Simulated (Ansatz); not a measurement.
# Be4Sb2Se (built on the sites of a database entry of Ca4Sb2O): following an unstable mode, part 2 of 3

Which phase does Be4Sb2Se (built on the sites of a database entry of Ca4Sb2O) fall into along its unstable mode, and how much energy does it gain?

Ansatz 0.2.0; DFT LDA, scalar-relativistic, plane waves, norm-conserving pseudopotentials.

So far. Step 4 (The mode frozen in, largest atomic shift 0.6 Å): The run ends at a pressure of -1.85 GPa, with forces up to 1.2 eV/Å. Step 5 (Energy along the mode, all amplitudes (two of the runs …): The lowest of the steps tried is the last one, at 0.6 Å, 157 meV/atom below the parent; the bottom of the well need not coincide with a step.

The structure was built from a prototype and need not be the compound's stable phase.

### Step 6. Relaxing from the distorted cell

Starting from the lowest point found, all atoms and the cell are let go, so that strain and other modes of the same symmetry can join in.

The input, input.yaml:

```yaml
crystal:
  lattice:
    - [-2.2229795193, 2.2229795193, 6.1987300739]
    - [2.2229795193, -2.2229795193, 6.1987300739]
    - [2.2229795193, 2.2229795193, -6.1987300739]
  atoms:
    - { symbol: Be, position: [0.5, -0.0082754575, 0.4917245425] }
    - { symbol: Be, position: [0.0, 0.4786220769, 0.4786220769] }
    - { symbol: Be, position: [0.327226484, 0.4621804939, 0.1349540099] }
    - { symbol: Be, position: [0.672773516, 0.8077275259, 0.1349540099] }
    - { symbol: Sb, position: [0.1384922213, 0.1339587951, -0.0045334262] }
    - { symbol: Sb, position: [0.8615077787, 0.8569743525, -0.0045334262] }
    - { symbol: Se, position: [0.5, 0.4865616637, -0.0134383363] }
kpoints:
  mp_grid: { grid: [12, 12, 12] }
hamiltonian:
  xc: lda
  pseudopotentials: { kind: nc }
scf:
  occupations: { method: methfessel_paxton, width: 0.2 }
output:
  forces: true
  stress: true
  eigenvalues: true
relax:
  adjacent_minimum: "off"
  f_tol: 0.002
  max_steps: 120
  cell: { stress_tol: 0.03 }
```

Started as:

```console
> ansatz run input.yaml --threads 8 --pin off --max-ram 14336MiB --backend cpu --events-out ev --progress --plain --runs-dir out
```

Numbers of over 12 decimals in the logs are rounded to 6 here.

Log:

```text
[...]
Crystal: 7 atoms, lattice volume = 122.528 Å³
Basis set: ecut = 1197.300995 eV, 11563 PW (Γ), FFT grids on a1+a3, a2+a3, a3
Bands: 38, of which v1, the nominal top of the filled ones, is band 31 counted from 1 (30 counted from 0)
Symmetry: 4 space group operations
[...]
k-points: 280 of 1728 (time reversal used)
[...]
SCF iter   1: F=—  HF=-9737.724284 eV  |F-HF|=—  |Δ(HF+E_count)|=         —  Δρ=4.27e-2  dr2=4.78e0  ethr=3.10e-3  ⟨swp⟩=9.1  Hψ=55050  notcnv=0
[...]
SCF iter   8: F=-9736.308497 eV  HF=-9736.308497 eV  |F-HF|=2.47e-8  |Δ(HF+E_count)|=   2.33e-8  S|Δr|=    0.00e0  Δρ=6.46e-6  dr2=4.90e-8  ethr=1.61e-10  ⟨swp⟩=15.7  Hψ=71506  notcnv=0
SCF 1 converged in 8 iterations: F = -9736.308497 eV  dr2 = 4.90e-8
relax step   1: F+E_penalty+E_count = -9736.30849735 eV  Δ(F+E_penalty+E_count) = +0.000e0 eV  max|allowed force component| = 1.107e0 eV/Å  Δτ_max = 0.0000 Å  P = -1.852 GPa  Ω = 122.528 Å³  (8 SCF iters, dr2 threshold 1.00e-7 eV, accepted)
Crystal: 7 atoms, lattice volume = 120.145 Å³
Basis set: ecut = 1197.300995 eV, 11323 PW (Γ), FFT grids on a1+a3, a2+a3, a3
[...]
iter 1 solved again at ethr=5.17e-4 eV; its pass at ethr=3.10e-3 eV (dr2=3.20e-1 eV) is discarded
[...]
SCF iter   7: F=-9737.109701 eV  HF=-9737.109701 eV  |F-HF|=4.51e-8  |Δ(HF+E_count)|=   8.59e-8  S|Δr|=    0.00e0  Δρ=6.48e-6  dr2=8.15e-8  ethr=1.13e-9  ⟨swp⟩=10.2  Hψ=56694  notcnv=0
SCF 2 converged in 7 iterations: F = -9737.109701 eV  dr2 = 8.15e-8
relax step   2: F+E_penalty+E_count = -9737.10970113 eV  Δ(F+E_penalty+E_count) = -8.012e-1 eV  max|allowed force component| = 9.010e-1 eV/Å  Δτ_max = 0.1963 Å  P = -1.564 GPa  Ω = 120.145 Å³  energy of the carried Pulay correction = +2.190e-4 eV  (7 SCF iters, dr2 threshold 7.00e-7 eV, accepted)
Crystal: 7 atoms, lattice volume = 116.986 Å³
Basis set: ecut = 1197.300995 eV, 11041 PW (Γ), FFT grids on a1+a3, a2+a3, a3
[...]
SCF iter   7: F=-9737.663255 eV  HF=-9737.663255 eV  |F-HF|=1.81e-8  |Δ(HF+E_count)|=   9.52e-8  S|Δr|=    0.00e0  Δρ=4.96e-6  dr2=4.44e-8  ethr=1.13e-9  ⟨swp⟩=9.8  Hψ=59103  notcnv=0
SCF 3 converged in 7 iterations: F = -9737.663255 eV  dr2 = 4.44e-8
relax step   3: F+E_penalty+E_count = -9737.66325504 eV  Δ(F+E_penalty+E_count) = -5.536e-1 eV  max|allowed force component| = 1.123e0 eV/Å  Δτ_max = 0.1952 Å  P = +0.012 GPa  Ω = 116.986 Å³  energy of the carried Pulay correction = +5.160e-4 eV  (7 SCF iters, dr2 threshold 7.00e-7 eV, accepted)
[... from here on, the SCF cycles and remarks between the steps are left out ...]
relax step   4: F+E_penalty+E_count = -9738.01278362 eV  Δ(F+E_penalty+E_count) = -3.495e-1 eV  max|allowed force component| = 9.632e-1 eV/Å  Δτ_max = 0.1951 Å  P = +0.680 GPa  Ω = 116.649 Å³  energy of the carried Pulay correction = +5.481e-4 eV  (6 SCF iters, dr2 threshold 7.00e-7 eV, accepted)
relax step   5: F+E_penalty+E_count = -9738.37090007 eV  Δ(F+E_penalty+E_count) = -3.581e-1 eV  max|allowed force component| = 4.258e-1 eV/Å  Δτ_max = 0.1951 Å  P = +0.849 GPa  Ω = 117.355 Å³  energy of the carried Pulay correction = +4.808e-4 eV  (7 SCF iters, dr2 threshold 7.00e-7 eV, accepted)
relax step   6: F+E_penalty+E_count = -9738.76450927 eV  Δ(F+E_penalty+E_count) = -3.936e-1 eV  max|allowed force component| = 2.345e-1 eV/Å  Δτ_max = 0.1888 Å  P = +0.427 GPa  Ω = 118.477 Å³  energy of the carried Pulay correction = +3.748e-4 eV  (6 SCF iters, dr2 threshold 7.00e-7 eV, accepted)
relax step   7: F+E_penalty+E_count = -9738.99863721 eV  Δ(F+E_penalty+E_count) = -2.341e-1 eV  max|allowed force component| = 2.200e-1 eV/Å  Δτ_max = 0.0697 Å  P = +0.093 GPa  Ω = 117.932 Å³  energy of the carried Pulay correction = +4.262e-4 eV  (6 SCF iters, dr2 threshold 7.00e-7 eV, accepted)
relax step   8: F+E_penalty+E_count = -9738.99686838 eV  Δ(F+E_penalty+E_count) = +1.769e-3 eV  max|allowed force component| = 3.439e-1 eV/Å  Δτ_max = 0.1699 Å  P = -1.457 GPa  Ω = 118.887 Å³  energy of the carried Pulay correction = +3.363e-4 eV  (6 SCF iters, dr2 threshold 7.00e-7 eV, rejected (line search))
relax step   9: F+E_penalty+E_count = -9739.04199828 eV  Δ(F+E_penalty+E_count) = -4.336e-2 eV  max|allowed force component| = 1.924e-1 eV/Å  Δτ_max = 0.0354 Å  P = +0.357 GPa  Ω = 116.644 Å³  energy of the carried Pulay correction = +5.486e-4 eV  (10 SCF iters, accepted)
relax step  10: F+E_penalty+E_count = -9739.04255763 eV  Δ(F+E_penalty+E_count) = -5.594e-4 eV  max|allowed force component| = 5.868e-2 eV/Å  Δτ_max = 0.0201 Å  P = -0.638 GPa  Ω = 117.562 Å³  energy of the carried Pulay correction = +4.612e-4 eV  (5 SCF iters, dr2 threshold 7.00e-7 eV, accepted)
relax step  11: F+E_penalty+E_count = -9739.04556909 eV  Δ(F+E_penalty+E_count) = -3.011e-3 eV  max|allowed force component| = 8.081e-2 eV/Å  Δτ_max = 0.0220 Å  P = +0.181 GPa  Ω = 116.800 Å³  energy of the carried Pulay correction = +5.336e-4 eV  (5 SCF iters, dr2 threshold 7.00e-7 eV, accepted)
relax step  12: F+E_penalty+E_count = -9739.04636998 eV  Δ(F+E_penalty+E_count) = -8.009e-4 eV  max|allowed force component| = 5.246e-3 eV/Å  Δτ_max = 0.0072 Å  P = -0.003 GPa  Ω = 116.971 Å³  energy of the carried Pulay correction = +5.174e-4 eV  (5 SCF iters, dr2 threshold 4.08e-7 eV, accepted)
relax step  13: F+E_penalty+E_count = -9739.04637525 eV  Δ(F+E_penalty+E_count) = -5.268e-6 eV  max|allowed force component| = 7.412e-4 eV/Å  Δτ_max = 0.0009 Å  P = +0.004 GPa  Ω = 116.965 Å³  energy of the carried Pulay correction = +5.179e-4 eV  (5 SCF iters, dr2 threshold 1.72e-9 eV, accepted)
relax step  14: F+E_penalty+E_count = -9739.15995991 eV  Δ(F+E_penalty+E_count) = -1.136e-1 eV  max|allowed force component| = 2.463e-3 eV/Å  Δτ_max = 0.0000 Å  P = +1.797 GPa  Ω = 116.965 Å³  stress off target by 4.94e0 GPa  SCF on the basis re-selected at this cell (its energy is not comparable with the rows above)  (8 SCF iters)
relax step  15: F+E_penalty+E_count = -9739.21842802 eV  Δ(F+E_penalty+E_count) = -5.847e-2 eV  max|allowed force component| = 1.446e-2 eV/Å  Δτ_max = 0.0035 Å  P = +1.046 GPa  Ω = 118.132 Å³  energy of the carried Pulay correction = -1.072e-4 eV  (5 SCF iters, dr2 threshold 7.00e-7 eV, accepted)
relax step  16: F+E_penalty+E_count = -9739.24729462 eV  Δ(F+E_penalty+E_count) = -2.887e-2 eV  max|allowed force component| = 1.608e-1 eV/Å  Δτ_max = 0.0290 Å  P = -0.168 GPa  Ω = 120.019 Å³  energy of the carried Pulay correction = -2.766e-4 eV  (6 SCF iters, dr2 threshold 7.00e-7 eV, accepted)
relax step  17: F+E_penalty+E_count = -9739.25692062 eV  Δ(F+E_penalty+E_count) = -9.626e-3 eV  max|allowed force component| = 1.803e-2 eV/Å  Δτ_max = 0.0226 Å  P = -0.009 GPa  Ω = 119.850 Å³  energy of the carried Pulay correction = -2.628e-4 eV  (5 SCF iters, dr2 threshold 7.00e-7 eV, accepted)
relax step  18: F+E_penalty+E_count = -9739.25706632 eV  Δ(F+E_penalty+E_count) = -1.457e-4 eV  max|allowed force component| = 9.736e-3 eV/Å  Δτ_max = 0.0060 Å  P = -0.002 GPa  Ω = 119.838 Å³  energy of the carried Pulay correction = -2.616e-4 eV  (5 SCF iters, dr2 threshold 2.03e-8 eV, accepted)
relax step  19: F+E_penalty+E_count = -9739.25713520 eV  Δ(F+E_penalty+E_count) = -6.888e-5 eV  max|allowed force component| = 2.103e-2 eV/Å  Δτ_max = 0.0097 Å  P = -0.012 GPa  Ω = 119.855 Å³  energy of the carried Pulay correction = -2.631e-4 eV  (6 SCF iters, dr2 threshold 5.92e-9 eV, accepted)
relax step  20: F+E_penalty+E_count = -9739.25716556 eV  Δ(F+E_penalty+E_count) = -3.036e-5 eV  max|allowed force component| = 5.591e-3 eV/Å  Δτ_max = 0.0032 Å  P = -0.000 GPa  Ω = 119.843 Å³  energy of the carried Pulay correction = -2.620e-4 eV  (5 SCF iters, dr2 threshold 2.76e-8 eV, accepted)
relax step  21: F+E_penalty+E_count = -9739.25716967 eV  Δ(F+E_penalty+E_count) = -4.109e-6 eV  max|allowed force component| = 6.625e-4 eV/Å  Δτ_max = 0.0005 Å  P = -0.002 GPa  Ω = 119.846 Å³  energy of the carried Pulay correction = -2.622e-4 eV  (5 SCF iters, dr2 threshold 1.95e-9 eV, accepted)
relax step  22: F+E_penalty+E_count = -9739.25894589 eV  Δ(F+E_penalty+E_count) = -1.776e-3 eV  max|allowed force component| = 6.681e-4 eV/Å  Δτ_max = 0.0000 Å  P = +0.045 GPa  Ω = 119.846 Å³  stress off target by 1.20e-1 GPa  SCF on the basis re-selected at this cell (its energy is not comparable with the rows above)  (6 SCF iters)
relax step  23: F+E_penalty+E_count = -9739.25900559 eV  Δ(F+E_penalty+E_count) = -5.970e-5 eV  max|allowed force component| = 3.011e-3 eV/Å  Δτ_max = 0.0024 Å  P = +0.012 GPa  Ω = 119.912 Å³  energy of the carried Pulay correction = -5.968e-6 eV  (5 SCF iters, dr2 threshold 3.61e-8 eV, accepted)
relax step  24: F+E_penalty+E_count = -9739.25900687 eV  Δ(F+E_penalty+E_count) = -1.280e-6 eV  max|allowed force component| = 5.925e-4 eV/Å  Δτ_max = 0.0016 Å  P = -0.002 GPa  Ω = 119.935 Å³  energy of the carried Pulay correction = -8.032e-6 eV  (6 SCF iters, dr2 threshold 5.66e-10 eV, accepted)
[...]
SCF iter   1: F=—  HF=-9739.258981 eV  |F-HF|=—  |Δ(HF+E_count)|=         —  Δρ=2.66e-6  dr2=1.85e-9  ethr=3.22e-7  ⟨swp⟩=4.6  Hψ=95017  notcnv=0
eigensolver tolerance schedule: the retry pair's looser diagonalisation over-reported the residual by 108223.07 of it (diagonalisation noise at an unbounded share of the residual, at the tolerance the schedule requests for it); recorded, not acted on — ethr = c·dr2/N_el stays at c = 1.0e-1
[...]
SCF iter   2: F=—  HF=-9739.259015 eV  |F-HF|=—  |Δ(HF+E_count)|=   3.36e-5  S|Δr|=    0.00e0  Δρ=1.44e-6  dr2=6.49e-10  ethr=2.98e-12  ⟨swp⟩=5.7  Hψ=41742  notcnv=0
[...]
SCF iter   5: F=-9739.259015 eV  HF=-9739.259015 eV  |F-HF|=1.09e-11  |Δ(HF+E_count)|=  2.00e-11  S|Δr|=    0.00e0  Δρ=1.81e-7  dr2=1.90e-11  ethr=1.00e-12  ⟨swp⟩=10.8  Hψ=64109  notcnv=0
SCF 25 converged in 5 iterations: F = -9739.259015 eV  dr2 = 1.90e-11
relax step  25: F+E_penalty+E_count = -9739.25901504 eV  Δ(F+E_penalty+E_count) = -8.166e-6 eV  max|allowed force component| = 5.930e-4 eV/Å  Δτ_max = 0.0000 Å  P = -0.002 GPa  Ω = 119.935 Å³  stress off target by 4.12e-3 GPa  SCF on the basis re-selected at this cell (its energy is not comparable with the rows above)  (5 SCF iters)
[...]
SCF converged after 5 iterations
[...]
Free energy (F): -9739.259015 eV
[...]
Internal energy: -9739.260752 eV  (E = F + TS)
E sigma→0 (E₀):  -9739.259449 eV
Entropy (-TS):   0.001737 eV (0.248 meV/atom)
Fermi energy:    9.357068 eV
[...]
--- Forces (eV/Å), atoms counted from 1 ---
  atom   1  Be    -0.00005034     0.00000000     0.00000000
  atom   2  Be    -0.00029293     0.00000000     0.00000000
  atom   3  Be     0.00059287     0.00000000    -0.00039567
  atom   4  Be     0.00059287     0.00000000     0.00039567
  atom   5  Sb    -0.00046755     0.00000000    -0.00000417
  atom   6  Sb    -0.00046755     0.00000000     0.00000417
  atom   7  Se     0.00009189     0.00000000     0.00000000
  max |Σ_I F_I| component: 7.19e-7 eV/Å
--- Stress (GPa, compression-positive) ---
       -0.000025       0.000000       0.000000
        0.000000      -0.004116       0.000000
        0.000000       0.000000      -0.003162
  P = ⅓ Tr σ = -0.0024 GPa (-0.024 kbar)
--- Band table (eV; the first three rows and the last of 280) ---
  k-point 0: bands = [... 27 lower, 8.1043, 8.7030, 8.8951, 8.8986, 10.6864, 11.2638, 11.6381, 12.0101, ... 3 higher]
  k-point 1: bands = [... 27 lower, 7.5774, 7.8629, 8.8110, 8.8616, 11.0777, 11.6095, 11.7405, 12.3826, ... 3 higher]
  k-point 2: bands = [... 27 lower, 6.4692, 6.7960, 8.4666, 8.7126, 11.2830, 12.0567, 12.3308, 12.6990, ... 3 higher]
  k-point 279: bands = [... 27 lower, 6.2593, 7.3411, 8.1181, 9.5171, 9.7720, 11.2527, 11.4927, 11.5685, ... 3 higher]
--- Relaxed structure (22 steps of the walk, 21 accepted, 3 SCFs on fresh bases) ---
  F+E_penalty+E_count = -9739.25901504 eV   max|allowed force component| = 5.930e-4 eV/Å   (the final SCF, on the basis selected at the relaxed cell)
  cell:  # Å, volume = 119.9346 Å³
    - [-2.782301, 1.899365, 5.673771]
    - [2.782301, -1.899365, 5.673771]
    - [2.782301, 1.899365, -5.673771]
  atoms:
    - { symbol: Be, position: [0.5, 0.013073, 0.513073] }
    - { symbol: Be, position: [1.674111233626221e-19, 0.273374, 0.273374] }
    - { symbol: Be, position: [0.343894, 0.567380, 0.223486] }
    - { symbol: Be, position: [0.656106, 0.879592, 0.223486] }
    - { symbol: Sb, position: [0.163355, 0.159988, -0.00336682] }
    - { symbol: Sb, position: [0.836645, 0.833279, -0.00336682] }
    - { symbol: Se, position: [0.5, 0.491065, -0.00893505] }
```

Run time: 7.3 min. Hardware: 8 threads of AMD EPYC 9B45 (Zen 5), shared host; peak memory 3.8 GiB.

Step by step (22 of 25):

```csv
step,energy less that of the first step (eV),largest force component (eV/Å),pressure (GPa),volume (Å³)
1,0.0000,1.1069,-1.85,122.53
2,-0.8012,0.9010,-1.56,120.14
3,-1.3548,1.1233,0.01,116.99
4,-1.7043,0.9632,0.68,116.65
6,-2.4560,0.2345,0.43,118.48
7,-2.6901,0.2200,0.09,117.93
8,-2.6884,0.3439,-1.46,118.89
9,-2.7335,0.1924,0.36,116.64
10,-2.7341,0.0587,-0.64,117.56
11,-2.7371,0.0808,0.18,116.80
12,-2.7379,0.0052,0.00,116.97
14*,-2.8515,0.0025,1.80,116.97
15,-2.9099,0.0145,1.05,118.13
16,-2.9388,0.1608,-0.17,120.02
17,-2.9484,0.0180,-0.01,119.85
18,-2.9486,0.0097,0.00,119.84
19,-2.9486,0.0210,-0.01,119.86
20,-2.9487,0.0056,0.00,119.84
22*,-2.9504,0.0007,0.05,119.85
23,-2.9505,0.0030,0.01,119.91
24,-2.9505,0.0006,0.00,119.93
25*,-2.9505,0.0006,0.00,119.93
```

Relaxation steps marked * repeat the geometry before them on a plane-wave basis chosen anew for their cell, so energy and pressure can jump there. Other such steps can lie between the rows shown. Relaxation step 8 was tried and not accepted.

Forces are held to the 4 operations that the run works with; a distortion that breaks them can't arise in this run.

```csv
cell as run,before,after,change
a (Å),6.950,6.599,-5.1 %
b (Å),6.950,6.599,-5.1 %
c (Å),6.950,6.599,-5.1 %
α (°),142.69,130.12,-8.8 %
β (°),142.69,146.54,+2.7 %
γ (°),53.78,61.40,+14.2 %
volume (Å³/atom),17.50,17.13,-2.1 %
```

The atoms that moved most (Å, as changes of fractional coordinates times the final cell):

```csv
atom,dx,dy,dz,length
Be2,-1.142,0.000,0.000,1.142
Be3,0.493,0.000,0.189,0.528
Be4,0.493,0.000,-0.189,0.528
Sb5,0.006,0.000,0.282,0.282
Sb6,0.006,0.000,-0.282,0.282
Be1,0.119,0.000,0.000,0.119
Se7,0.025,0.000,0.000,0.025
```

Numbers from this step:

```yaml
pressure: -0.002434 GPa
volume_per_atom: 17.13 Å³
```

The distorted start has space group Imm2; the relaxation ends in Imm2.

### Step 7. The new phase in its own primitive cell

The relaxed structure is symmetrised, reduced to its primitive cell and relaxed tightly, as its phonons need.

input.yaml, the sections that differ from step 6:

```yaml
crystal:
  lattice:
    - [-1.8993650027, 5.6737709972, 2.7823010131]
    - [1.8993650027, -5.6737709972, 2.7823010131]
    - [1.8993650027, 5.6737709972, -2.7823010131]
  atoms:
    - { symbol: Be, position: [0.9869271197, 0.4869271197, 0.5] }
    - { symbol: Be, position: [0.7266262845, 0.7266262845, 0.0] }
    - { symbol: Be, position: [0.1204080038, 0.7765142284, 0.3438937755] }
    - { symbol: Be, position: [0.4326204529, 0.7765142284, 0.6561062245] }
    - { symbol: Sb, position: [0.1667214644, 0.003366821, 0.1633546434] }
    - { symbol: Sb, position: [0.8400121776, 0.003366821, 0.8366453566] }
    - { symbol: Se, position: [0.5089350466, 0.0089350466, 0.5] }
relax:
  adjacent_minimum: "off"
  f_tol: 0.001
  max_steps: 60
  cell: { stress_tol: 0.01 }
# kpoints, hamiltonian, scf, output: as in step 6
```

Log:

```text
[...]
Crystal: 7 atoms, lattice volume = 119.935 Å³
Basis set: ecut = 1197.300995 eV, 11281 PW (Γ), FFT grids on a1+a2, a2+a3, a3
Bands: 38, of which v1, the nominal top of the filled ones, is band 31 counted from 1 (30 counted from 0)
Symmetry: 4 space group operations
[...]
k-points: 280 of 1728 (time reversal used)
[...]
atoms:
    - { symbol: Be, position: [0.9869271197, 0.486927, 0.500000] }
    - { symbol: Be, position: [0.726626, 0.726626, 0.0] }
    - { symbol: Be, position: [0.120408, 0.776514228375, 0.343893775475] }
    - { symbol: Be, position: [0.432620, 0.776514, 0.656106224525] }
    - { symbol: Sb, position: [0.166721, 0.00336682, 0.1633546434] }
    - { symbol: Sb, position: [0.8400121776, 0.00336682, 0.8366453566] }
    - { symbol: Se, position: [0.508935, 0.00893505, 0.500000] }
[key lines of the parts left out:]
SCF converged after 7 iterations
Free energy (F): -9739.259015 eV
Fermi energy:    9.357068 eV
P = ⅓ Tr σ = -0.0024 GPa (-0.024 kbar)
```

Wall time 49 s (8 threads); peak memory 3.6 GiB; 6.3 min of CPU time.

Little changed from the start: no atom moved by 0.005 Å and no cell edge by 0.1 %.

Numbers from this step:

| Item | Value |
| --- | --- |
| pressure | -0.002435 GPa |

The largest force component left is 0.59 meV/Å and the pressure is -0.002 GPa, within the tolerances set. The cell now holds 17.13 Å³/atom.

(Continued in part 3 of 3.)

[Logs are printed without paths, hosts, clocks, repeated set-up lines and the standing remarks that a program may print on its own settings, such as how far it seeks lower states.]

[Hosts, paths, dates, database ids (printed as entryN), source tags and the programs' standing remarks are cut or masked in the printed files.]
